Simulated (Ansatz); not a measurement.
# VInSi: relaxing a made-up structure, part 2 of 2

Starting from a made-up structure for VInSi, the aim is the relaxed cell, its shortest contacts and, where a second run follows, its electronic structure.

Ansatz 0.2.0; DFT, PBEsol, plane-wave PAW, files of the set soft_1, scalar-relativistic, ferromagnetic start, cell and ions relaxed at zero pressure; PAW set soft_1 (the session's first sound run).

So far: The structure; Relaxing cell and atoms. The relaxed cell has a = 3.276, c = 9.979 Å (conventional setting).

### 3. Electronic structure of the relaxed cell

With the geometry fixed, one more self-consistent run, with a narrower smearing and the mesh shown in its input, gives the bands, and its pressure, and its forces where symmetry allows any, show how far the geometry depends on these settings.

This step: DFT, PBEsol, plane-wave PAW, files of the set soft_1, scalar-relativistic, no spin, bands and density of states at the relaxed cell; PAW set soft_1 (Ansatz 0.2.0).

Input file input.yaml:

```yaml
crystal:
  lattice:
    - [3.2759611972, 0.0, 0.0]
    - [0.0, 3.2759611972, 0.0]
    - [0.0, 0.0, 9.9786925671]
  atoms:
    - { symbol: In, position: [0.0, 0.5, 0.7328699724] }
    - { symbol: In, position: [0.5, 0.0, 0.2671300276] }
    - { symbol: V, position: [0.0, 0.5, 0.4483102671] }
    - { symbol: V, position: [0.5, 0.0, 0.5516897329] }
    - { symbol: Si, position: [0.5, 0.5, 0.0] }
    - { symbol: Si, position: [0.0, 0.0, 0.0] }
kpoints:
  mp_grid: { grid: [10, 10, 4] }
  band_path:
    path:
      - [[0.0, 0.0, 0.0], [0.0, 0.5, 0.0], [0.5, 0.5, 0.0], [0.0, 0.0, 0.0], [0.0, 0.0, 0.5], [0.0, 0.5, 0.5], [0.5, 0.5, 0.5], [0.0, 0.0, 0.5]]
      - [[0.0, 0.5, 0.0], [0.0, 0.5, 0.5]]
      - [[0.5, 0.5, 0.0], [0.5, 0.5, 0.5]]
    npoints: 8
scf:
  occupations: { method: fermi_dirac, width: 0.03 }
  n_extra_bands: 10
hamiltonian:
  xc: pbesol
  pseudopotentials: { kind: paw, azcp: { folder: soft_1 }, xc_functional: pbe }
output:
  forces: true
  stress: true
  write_bands: true
  dos: { projected: true }
  write_density: true
  write_potential: true
  elf: true
  volumetric_format: npy
```

The run is started by

```bash
$ ansatz run input.yaml --threads 4 --pin off --max-ram 10240MiB --backend cpu --events-out ev --progress --plain --runs-dir out
```

Numbers of over 12 decimals in the logs are rounded to 6 here.

Log:

```text
[...]
Crystal: 6 atoms, lattice volume = 107.091 Å³
Basis set: ecut = 420 eV, 2105 PW (Γ), exchange–correlation on 48×48×144 points (8 copies of the dense FFT grid, shifted against one another)
Bands: 40, of which v1, the nominal top of the filled ones, is band 30 counted from 1 (29 counted from 0)
Symmetry: 16 space group operations
[...]
k-points: 63 of 400
[...]
SCF iter   1: F=—  HF=-18074.511148 eV  |F-HF|=—  |Δ(HF+E_count)|=         —  Δρ=1.74e-1  dr2=2.61e2  ethr=3.10e-3  ⟨swp⟩=6.7  Hψ=10397  notcnv=0  defer=2
[...]
SCF iter  10: F=-18062.651340 eV  HF=-18062.651340 eV  |F-HF|=5.86e-8  |Δ(HF+E_count)|=   1.25e-7  Δρ=5.84e-6  dr2=6.21e-8  ethr=1.67e-10  ⟨swp⟩=13.5  Hψ=18017  notcnv=0
SCF 1 converged in 10 iterations: F = -18062.651340 eV  dr2 = 6.21e-8
[...]
NSCF: frozen V_eff on 75 k-points
SCF converged after 10 iterations
Free energy (F): -18062.651340 eV
[...]
Internal energy: -18062.630709 eV  (E = F + TS)
E sigma→0 (E₀):  -18062.641025 eV
Entropy (-TS):   -0.020631 eV (-3.438 meV/atom)
Fermi energy:    11.759220 eV
[...]
--- Forces (eV/Å), atoms counted from 1 ---
  atom   1  In    -0.00000000     0.00000000     0.06958018
  atom   2  In     0.00000000     0.00000000    -0.06958018
  atom   3  V     -0.00000000     0.00000000     0.00042050
  atom   4  V      0.00000000     0.00000000    -0.00042050
  atom   5  Si     0.00000000     0.00000000     0.00000000
  atom   6  Si    -0.00000000     0.00000000    -0.00000000
  max |Σ_I F_I| component: 0.00e0 eV/Å
--- Stress (GPa, compression-positive) ---
        0.133306       0.000000      -0.000000
        0.000000       0.133306       0.000000
       -0.000000       0.000000      -0.540483
  P = ⅓ Tr σ = -0.0913 GPa (-0.913 kbar)
--- Band table (eV; the first three rows and the last of 63) ---
  k-point 0: bands = [... 26 lower, 11.2571, 11.4576, 12.4244, 12.4244, 12.4938, 12.4938, 12.6764, 13.5403, ... 6 higher]
  k-point 1: bands = [... 26 lower, 11.0479, 11.4576, 12.4405, 12.4405, 12.4918, 12.4918, 12.9411, 13.5257, ... 6 higher]
  k-point 2: bands = [... 26 lower, 10.6715, 11.4576, 12.4589, 12.4589, 12.4876, 12.4876, 13.3981, 13.5176, ... 6 higher]
  k-point 62: bands = [... 26 lower, 10.0658, 10.0658, 11.5816, 11.5816, 11.9784, 11.9784, 12.7155, 12.7155, ... 6 higher]
```

The job ended after 8.9 s (4 threads of Arm Neoverse V1, shared host; peak memory 0.56 GiB).

Reading the cycles: dr2 is the Hartree energy of the density residual (eV), the measure of convergence; HF is the Harris–Foulkes estimate of the energy, which meets the free energy F at convergence.

Numbers from this step:

| Item | Value |
| --- | --- |
| free energy | -18062.6513 eV |
| energy at zero smearing | -18062.6410 eV |
| smearing term TS | 0.02063 eV |
| Fermi energy | 11.76 eV |
| pressure | -0.09129 GPa |

From bands.tsv, the bands that come nearest the Fermi level along the path, at its corners, in eV from the Fermi level:

```tsv
point	band 27	band 28	band 29	band 30	band 31	band 32	band 33	band 34
Γ	-0.50	-0.30	0.67	0.67	0.73	0.73	0.92	1.78
X	-0.69	-0.69	-0.28	-0.28	1.40	1.40	1.71	1.71
M	-0.70	-0.70	-0.15	-0.15	0.10	0.10	0.53	0.53
Γ	-0.50	-0.30	0.67	0.67	0.73	0.73	0.92	1.78
Z	-1.09	-0.30	0.70	0.70	0.73	0.73	1.64	1.76
R	-0.97	-0.97	-0.69	-0.69	1.72	1.72	1.91	1.91
A	-1.69	-1.69	-0.18	-0.18	0.22	0.22	0.96	0.96
Z	-1.09	-0.30	0.70	0.70	0.73	0.73	1.64	1.76
X	-0.69	-0.69	-0.28	-0.28	1.40	1.40	1.71	1.71
R	-0.97	-0.97	-0.69	-0.69	1.72	1.72	1.91	1.91
M	-0.70	-0.70	-0.15	-0.15	0.10	0.10	0.53	0.53
A	-1.69	-1.69	-0.18	-0.18	0.22	0.22	0.96	0.96
```

States per cell as run, both spins, in windows of 1 eV, from dos.tsv (zero at the Fermi level):

```
from  to  total
  -8  -7   1.30
  -7  -6   1.19
  -6  -5   1.88
  -5  -4   1.49
  -4  -3   2.13
  -3  -2   3.08
  -2  -1   4.20
  -1   0   6.16
   0   1   3.93
   1   2   5.13
```

A further 38.4 states lie below the table's range.

Force by atom:

```csv
atom,x (eV/Å),y (eV/Å),z (eV/Å),size
In1,0.0000,0.0000,0.0696,0.0696
In2,0.0000,0.0000,-0.0696,0.0696
V3,0.0000,0.0000,0.0004,0.0004
V4,0.0000,0.0000,-0.0004,0.0004
Si5,0.0000,0.0000,0.0000,0.0000
Si6,0.0000,0.0000,0.0000,0.0000
```

Electrostatic potential energy in the ac plane at fractional y = 0.000, with atoms of In and V and Si within 0.2 Å of it. With pseudopotentials it is smooth inside the atoms' cores, unlike the true potential.

Values in eV, 24 rows by 14 columns, each cell a mean:
```
-11 -19 -22 -10   5  10  12  13  12   9   2 -13 -23 -17
-16 -12  -4   5  10  13  14  14  14  12   9   4  -5 -13
  8   9  10  12  14  15  15  15  15  14  13  12  10   9
 13  13  14  14  15  15  15  15  15  15  15  14  14  13
 14  14  14  15  15  15  15  15  15  15  15  15  14  14
 13  13  14  14  15  15  15  15  15  15  15  14  13  13
 13  13  13  14  14  14  14  14  14  14  14  14  13  13
 13  13  13  13  12  11  10  10  10  11  12  13  13  13
 14  14  12  10   5  -3  -9 -11  -9  -1   6  10  12  14
 14  13  10   3 -13 -25 -27 -27 -27 -23 -10   4  11  13
 14  13   9  -3 -22 -28 -27 -25 -27 -27 -19  -1  10  13
 14  13  11   3 -14 -26 -28 -28 -28 -24 -11   5  11  14
 14  14  13  11   6  -3 -10 -12  -9  -1   7  11  13  14
 14  14  14  13  12  11   9   9  10  11  12  13  14  14
 14  14  14  13  11   9   7   6   7   9  11  13  14  14
 14  13  11   8   0  -9 -14 -16 -14  -7   2   8  12  13
 13  12   8  -2 -17 -24 -26 -26 -26 -23 -14   0   9  12
 13  11   6  -7 -21 -26 -27 -26 -27 -26 -19  -4   7  12
 13  12   9   1 -13 -22 -25 -25 -25 -21 -10   2   9  12
 14  13  12   9   4  -3  -8  -9  -7  -1   5  10  12  13
 12  12  12  12  12  11  10   9  10  11  12  12  12  12
  0   2   6   9  11  13  13  13  13  12  11   9   5   1
-22 -22 -16  -2   7  11  13  13  13  11   6  -5 -17 -22
  5  -9 -23 -15   3  10  12  12  12   9   0 -17 -22  -6
```
Columns run along a (3.3 Å; values clipped at the 3rd and 97th percentile), rows up along c (10.0 Å). Atoms in or near the plane, at fractional coordinates: In at (0.50, 0.27), V at (0.50, 0.55), Si at (0.00, 0.00).

Valence density in the ac plane at fractional y = 0.000, with atoms of In and V and Si within 0.2 Å of it. It is the smooth field of the valence electrons, not physical close to the nuclei.

Values in e/Å³, 24 rows by 14 columns, each cell a mean:
```
 0  0  0  0  0  0  0  0  0  0  0  0  0  0
 0  0  0  0  0  0  0  0  0  0  0  0  0  0
 0  0  0  0  0  0  0  0  0  0  0  0  0  0
 0  0  0  0  0  0  0  0  0  0  0  0  0  0
 0  0  0  0  0  0  0  0  0  0  0  0  0  0
 0  0  0  0  0  0  0  0  0  0  0  0  0  0
 0  0  0  0  0  0  0  0  0  0  0  0  0  0
 0  0  0  0  0  0  0  0  0  0  0  0  0  0
 0  0  0  0  0  1  1  1  1  0  0  0  0  0
 0  0  0  0  1  4  7  8  6  3  1  0  0  0
 0  0  0  1  2  7 13 15 12  6  2  0  0  0
 0  0  0  0  1  4  7  8  6  3  1  0  0  0
 0  0  0  0  0  1  1  1  1  1  0  0  0  0
 0  0  0  0  0  0  0  0  0  0  0  0  0  0
 0  0  0  0  0  0  0  0  0  0  0  0  0  0
 0  0  0  0  1  1  2  2  2  1  0  0  0  0
 0  0  0  1  2  4  6  7  6  3  1  0  0  0
 0  0  0  1  2  6  8 10  8  5  2  1  0  0
 0  0  0  0  1  3  5  5  4  3  1  0  0  0
 0  0  0  0  0  1  1  1  1  1  0  0  0  0
 0  0  0  0  0  0  0  0  0  0  0  0  0  0
 0  0  0  0  0  0  0  0  0  0  0  0  0  0
 0  0  0  0  0  0  0  0  0  0  0  0  0  0
 0  0  0  0  0  0  0  0  0  0  0  0  0  0
```
Columns run along a (3.3 Å), rows up along c (10.0 Å). Atoms in or near the plane, at fractional coordinates: In at (0.50, 0.27), V at (0.50, 0.55), Si at (0.00, 0.00).

ELF in the ac plane at fractional y = 0.000, with atoms of In and V and Si within 0.2 Å of it. It is the smooth field of the valence electrons, not physical close to the nuclei.

Ten even steps from '_' (0.01) to '@' (0.71), each cell a mean:
```
**++++##%%%%**==----==**%%%%##++++
####%%%%%%##==--::::--==##%%%%%%##
%%####**++--::........::--++**####
======--::....________....::--====
====----::::....____....::::----==
========----::::::::::::----======
============------------==========
++++====--::::::....::::::--====++
====--::....::--====--::....::--==
++==::....==##@@@@@@@@##==....::==
##**--..::**@@@@@@@@@@@@**::..--**
@@%%++--::==##@@@@@@@@##==::--++%%
%%%%##++--::::--------::::--++##%%
**********==--::::::::--==********
==++++++++++====----====++++++++++
==++====--------::::--------====++
++==--------..________..--------==
====------::____________::------==
====--------::..____..::--------==
======------------------------====
****++++==------::::------==++++**
%%%%%%%%##++--::::::::--++##%%%%%%
++**##%%%%##++--::::--++##%%%%##**
##**++**%%%%**==::::==**%%%%**++**
```
Columns run along a (3.3 Å), rows up along c (10.0 Å). Atoms in or near the plane, at fractional coordinates: In at (0.50, 0.27), V at (0.50, 0.55), Si at (0.00, 0.00).

### 4. Results

| Quantity | Value |
| --- | --- |
| space group, relaxed | P4/nmm |
| conventional cell | a = 3.276, b = 3.276, c = 9.979 Å; α = 90.0°, β = 90.0°, γ = 90.0° |
| volume per atom | 17.85 Å³ (guess 16.38) |
| total moment | 0.00 μB in the cell of 6 atoms |

In words: VInSi relaxes to P4/nmm with a = 3.276, b = 3.276 and c = 9.979 Å. The guessed volume was 8 % too small. The space group P4/nmm was held in the relaxation, so the end point is a stationary structure within it and may be a saddle against distortions or other arrangements. The moments died out from this one start and weren't seeded again at the relaxed cell. Bands cross the Fermi level, so it is a metal or semimetal at this level. On the 10×10×4 mesh with the narrower smearing (relaxed on 8×8×4) the largest force component is 0.070 eV/Å and the largest stress component is 0.540 GPa, against the relaxation's thresholds of 0.015 eV/Å and 0.05 GPa. The cutoff wasn't tested. A vector of the cell changed its length by 30 %, so the starting arrangement is largely lost and the mesh was laid for another shape. No dispersion term is used, so weakly bound directions may come out too long. Nothing here tests whether the compound is stable against decomposition.

[Logs are printed without paths, hosts, clocks, repeated set-up lines and the standing remarks that a program may print on its own settings, such as how far it seeks lower states.]

[Hosts, paths, dates, database ids (printed as entryN), source tags and the programs' standing remarks are cut or masked in the printed files.]
